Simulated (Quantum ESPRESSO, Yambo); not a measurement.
# MoS2 (P6_3/mmc): G0W0 in Yambo against the bands, part 2 of 2

How does the gap of MoS2 (P6_3/mmc) converge in the bands?

Yambo 5.3.0; PBE and many-body steps on it, plane waves. Known limits of the many-body steps: not at the basis limit; no spin-orbit coupling; coarse k mesh.

So far. Step 4 (139 bands): Against the run before, the gap moves by −0.006 eV.

The database entry behind the starting cell differs from later determinations by our own check (about 0.3 % long), so it need not match the best structure at ambient conditions.

### 5. 233 bands

Level of this step: G0W0 on PBE, plane waves, norm-conserving pseudopotentials (Yambo).

gw4.in

```
HF_and_locXC
gw0
dyson
ppa
em1d
rim_cut
RandQpts= 1000000
RandGvec= 1 RL
EXXRLvcs= 72 Ry
VXCRLvcs= 288 Ry
Chimod= "HARTREE"
% BndsRnXp
 1 | 233 |
%
NGsBlkXp= 9 Ry
% LongDrXp
 1 | 1 | 1 |
%
% GbndRnge
 1 | 233 |
%
DysSolver= "n"
ExtendOut
PPAPntXp= 27.21138 eV
% QPkrange
 1 | 1 | 25 | 28 |
 9 | 9 | 25 | 28 |
 13 | 13 | 25 | 28 |
%
```

Command:

```sh
$ OMP_NUM_THREADS=2 mpirun -n 4 yambo -F gw4.in -J gw4 -C gw4 > gw4.log
```

The log of the run:

```text
 Yambo, version 5.3.0

 [02] CORE Variables Setup
 =========================

  [... cell, symmetries and grids as in the set-up ...]

  [02.05] Energies & Occupations
  ==============================

  [X] === General ===
  [X] Electronic Temperature                        :  0.000000  0.000000 [eV K]
  [X] Bosonic    Temperature                        :  0.000000  0.000000 [eV K]
  [X] Finite Temperature mode                       : no
  [X] El. density                                   :  0.48515E+24 [cm-3]
[...]
QP @ state[ 2 ] b range                          :  25  28
   QP @ state[ 3 ] K range                          :  13  13
   QP @ state[ 3 ] b range                          :  25  28
   GF energies kind                                 : Perdew, Burke & Ernzerhof(X)+Perdew, Burke & Ernzerhof(C)
   GF WF`s kind                                     : Perdew, Burke & Ernzerhof(X)+Perdew, Burke & Ernzerhof(C)
   Xs energies kind                                 : Perdew, Burke & Ernzerhof(X)+Perdew, Burke & Ernzerhof(C)
   Xs WF`s kind                                     : Perdew, Burke & Ernzerhof(X)+Perdew, Burke & Ernzerhof(C)

 [11] Game Over & Game summary
```

The job ended after 7.7 min (4 MPI ranks of Arm Neoverse V2, shared host; peak memory 3.7 GiB; 56 min of CPU time).

This step gave:

```
G0W0 gap on the points computed              : 1.246 eV
starting gap on the mesh                     : 0.8888 eV
k of the valence top                         : 0, 0, 0
k of the conduction bottom                   : 0.1667, 0.1667, 0
least direct G0W0 gap on the computed points : 2.202 eV
```

Against the run before, the gap moves by +0.006 eV.

### 6. 345 bands

gw5.in, as its differences from gw4.in of step 5:

```diff
@@ -12,3 +12,3 @@
 % BndsRnXp
- 1 | 233 |
+ 1 | 345 |
 %
@@ -19,3 +19,3 @@
 % GbndRnge
- 1 | 233 |
+ 1 | 345 |
 %
```

Command:

```sh
$ OMP_NUM_THREADS=2 mpirun -n 4 yambo -F gw5.in -J gw5 -C gw5 > gw5.log
```

The log of the run:

```text
 Yambo, version 5.3.0

 [02] CORE Variables Setup
 =========================

  [... cell, symmetries and grids as in the set-up ...]

  [02.05] Energies & Occupations
  ==============================

  [X] === General ===
  [X] Electronic Temperature                        :  0.000000  0.000000 [eV K]
  [X] Bosonic    Temperature                        :  0.000000  0.000000 [eV K]
  [X] Finite Temperature mode                       : no
  [X] El. density                                   :  0.48515E+24 [cm-3]
[...]
QP @ state[ 2 ] b range                          :  25  28
   QP @ state[ 3 ] K range                          :  13  13
   QP @ state[ 3 ] b range                          :  25  28
   GF energies kind                                 : Perdew, Burke & Ernzerhof(X)+Perdew, Burke & Ernzerhof(C)
   GF WF`s kind                                     : Perdew, Burke & Ernzerhof(X)+Perdew, Burke & Ernzerhof(C)
   Xs energies kind                                 : Perdew, Burke & Ernzerhof(X)+Perdew, Burke & Ernzerhof(C)
   Xs WF`s kind                                     : Perdew, Burke & Ernzerhof(X)+Perdew, Burke & Ernzerhof(C)

 [11] Game Over & Game summary
```

It took 12 min on 4 MPI ranks; peak memory 4.6 GiB; 86 min of CPU time.

This step gave:

```
G0W0 gap on the points computed              : 1.248 eV
starting gap on the mesh                     : 0.8888 eV
k of the valence top                         : 0, 0, 0
k of the conduction bottom                   : 0.1667, 0.1667, 0
least direct G0W0 gap on the computed points : 2.190 eV
```

Against the run before, the gap moves by +0.002 eV.

### 7. 473 bands

gw6.in, as its differences from gw5.in of step 6:

```diff
@@ -12,3 +12,3 @@
 % BndsRnXp
- 1 | 345 |
+ 1 | 473 |
 %
@@ -19,3 +19,3 @@
 % GbndRnge
- 1 | 345 |
+ 1 | 473 |
 %
```

Command:

```sh
$ OMP_NUM_THREADS=2 mpirun -n 4 yambo -F gw6.in -J gw6 -C gw6 > gw6.log
```

The log of the run:

```text
 Yambo, version 5.3.0

 [02] CORE Variables Setup
 =========================

  [... cell, symmetries and grids as in the set-up ...]

  [02.05] Energies & Occupations
  ==============================

  [X] === General ===
  [X] Electronic Temperature                        :  0.000000  0.000000 [eV K]
  [X] Bosonic    Temperature                        :  0.000000  0.000000 [eV K]
  [X] Finite Temperature mode                       : no
  [X] El. density                                   :  0.48515E+24 [cm-3]
[...]
QP @ state[ 2 ] b range                          :  25  28
   QP @ state[ 3 ] K range                          :  13  13
   QP @ state[ 3 ] b range                          :  25  28
   GF energies kind                                 : Perdew, Burke & Ernzerhof(X)+Perdew, Burke & Ernzerhof(C)
   GF WF`s kind                                     : Perdew, Burke & Ernzerhof(X)+Perdew, Burke & Ernzerhof(C)
   Xs energies kind                                 : Perdew, Burke & Ernzerhof(X)+Perdew, Burke & Ernzerhof(C)
   Xs WF`s kind                                     : Perdew, Burke & Ernzerhof(X)+Perdew, Burke & Ernzerhof(C)

 [11] Game Over & Game summary
```

It took 16 min on 4 MPI ranks; peak memory 5.7 GiB.

This step gave:

```yaml
g0w0_gap_on_the_points_computed: 1.250 eV
starting_gap_on_the_mesh: 0.8888 eV
k_of_the_valence_top: 0, 0, 0
k_of_the_conduction_bottom: 0.1667, 0.1667, 0
least_direct_g0w0_gap_on_the_computed_points: 2.181 eV
```

Against the run before, the gap moves by +0.001 eV.

### 8. The runs together

Times are wall times on 4 MPI ranks of Arm Neoverse V2, shared host, good to a factor of about two.

| run | mesh | bands | screening cutoff (eV) | DFT gap (eV) | gap on the mesh (eV) | direct (eV) | time |
| --- | --- | --- | --- | --- | --- | --- | --- |
| 51 bands | 6×6×2 | 51 | 122.5 | 0.889 | 1.272 | 2.256 | 82 s |
| 81 bands | 6×6×2 | 81 | 122.5 | 0.889 | 1.246 | 2.262 | 2.5 min |
| 139 bands | 6×6×2 | 139 | 122.5 | 0.889 | 1.240 | 2.233 | 4.5 min |
| 233 bands | 6×6×2 | 233 | 122.5 | 0.889 | 1.246 | 2.202 | 7.7 min |
| 345 bands | 6×6×2 | 345 | 122.5 | 0.889 | 1.248 | 2.190 | 12 min |
| 473 bands | 6×6×2 | 473 | 122.5 | 0.889 | 1.250 | 2.181 | 16 min |

### 9. Outcome

```json
{
  "51 bands": "1.272 eV",
  "81 bands": "1.246 eV",
  "139 bands": "1.240 eV",
  "233 bands": "1.246 eV",
  "345 bands": "1.248 eV",
  "473 bands": "1.250 eV",
  "known limits": "not at the basis limit; no spin-orbit coupling; coarse k mesh"
}
```

The setting moved: bands. From 51 bands to 473 bands the gap moves by −0.02 eV, for 11 times the time. It holds to 0.03 eV from 51 bands on. Bands and screening cutoff are coupled, so a series along one setting does not show full convergence. Bands and cutoff are finite, so the gap is not at the basis limit. The miss can reach some tenths of an eV and take either sign; the mesh is an error of its own. In the G0W0 runs levels were corrected at 3 k points alone, so a gap called «on the mesh» is the least over those, and an edge elsewhere would be missed. The 6×6×2 mesh is coarse for this cell, which bears on the long-range parts of exchange and screening. The many-body steps are scalar-relativistic: spin-orbit coupling is not in them.

[Paths, hosts, dates, memory and timing lines, banners, echoed tables and standing remarks are left out of the program output.]

[Logs are printed without paths, hosts, clocks, repeated set-up lines and the standing remarks that a program may print on its own settings, such as how far it seeks lower states.]

[Runs of the session that timed out or met a known fault of the program may be left out.]

[Hosts, paths, dates, database ids (printed as entryN), source tags and the programs' standing remarks are cut or masked in the printed files.]
